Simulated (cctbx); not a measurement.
# Reading a Patterson map

Space group P6_3/mmc (no. 194), a = 4.2570 Å, b = 4.2570 Å, c = 7.6100 Å, α = 90.00°, β = 90.00°, γ = 120.00°, content Pb2 As2 Co2.

The data are simulated with cctbx, not measured: Mo Kα, λ = 0.71073 Å, to d = 0.8 Å, 95 % of the full sphere, strongest reflection 70000 counts, noise from counting, a 2 % proportional error and a noise floor of 15 counts (s.d.); no absorption, some extinction.

Patterson synthesis, origin scaled to 1000:

```text
Patterson group P 6/m m m
      u       v       w   height  length (A)
  0.000   0.000   0.000   1000.0     0.00
  0.000   0.000   0.500    992.0     3.81
  0.333   0.667   0.250    514.9     3.11
  0.333   0.667   0.500     75.5     4.53
  0.333   0.667   0.000     71.5     2.46
  0.000   0.243   0.077     21.4     1.19
  0.000   0.243   0.423     21.2     3.38
  0.000   0.193   0.378     18.8     2.99
  0.131   0.467   0.369     16.4     3.32
  0.131   0.467   0.132     16.4     2.04
  0.146   0.292   0.057     15.2     1.16
  0.146   0.292   0.443     15.0     3.54
  0.132   0.408   0.176     12.8     2.04
  0.132   0.408   0.323     12.7     2.90
```

**Question.** Which atom pairs make the peaks, and where is the heaviest atom?

A peak at u stands for all pairs with xi − xj = u, with weight Σ ZiZj against Σ Z² = 17084 at the origin. Peak heights follow these weights only roughly, since form factors, motion and series ripples differ, all vectors within 0.55 Å of a peak are counted as merged into it though the farther ones add only part of their weight, and F(000) is left out, which lowers the whole map:

| u | v | w | shortest length (Å) | height | 1000 ΣZiZj/ΣZ² | pairs in the cell |
| --- | --- | --- | --- | --- | --- | --- |
| 0.000 | 0.000 | 0.500 | 3.81 | 992 | 996 | 2 × Pb–Pb, 4 × As–Co |
| 0.333 | 0.667 | 0.250 | 3.11 | 515 | 576 | 2 × Pb–As, 2 × Pb–Co |
| 0.333 | 0.667 | 0.500 | 4.53 | 76 | 106 | 1 × As–As, 1 × Co–Co |
| 0.333 | 0.667 | 0.000 | 2.46 | 72 | 104 | 2 × As–Co |

The table stops at ten peaks or at a height of 45, below which ripples compete. In the model behind the data Pb, the heaviest element, has 1 independent site: (0, 0, 0), up to an allowed shift of origin; the Pb–Pb vectors are differences of these positions and their symmetry mates. The whole model:

| atom | mult. | x | y | z | Ueq (Å²) |
| --- | --- | --- | --- | --- | --- |
| Pb1 | 2 | 0 | 0 | 0 | 0.0044 |
| As1 | 2 | 1/3 | 2/3 | 3/4 | 0.0062 |
| Co1 | 2 | 2/3 | 1/3 | 3/4 | 0.0070 |

The model was made for the exercise: a known structure type with other elements put in, its volume estimated, not relaxed; displacement parameters are assumed.

[Logs are printed without paths, hosts, clocks, repeated set-up lines and the standing remarks that a program may print on its own settings, such as how far it seeks lower states.]
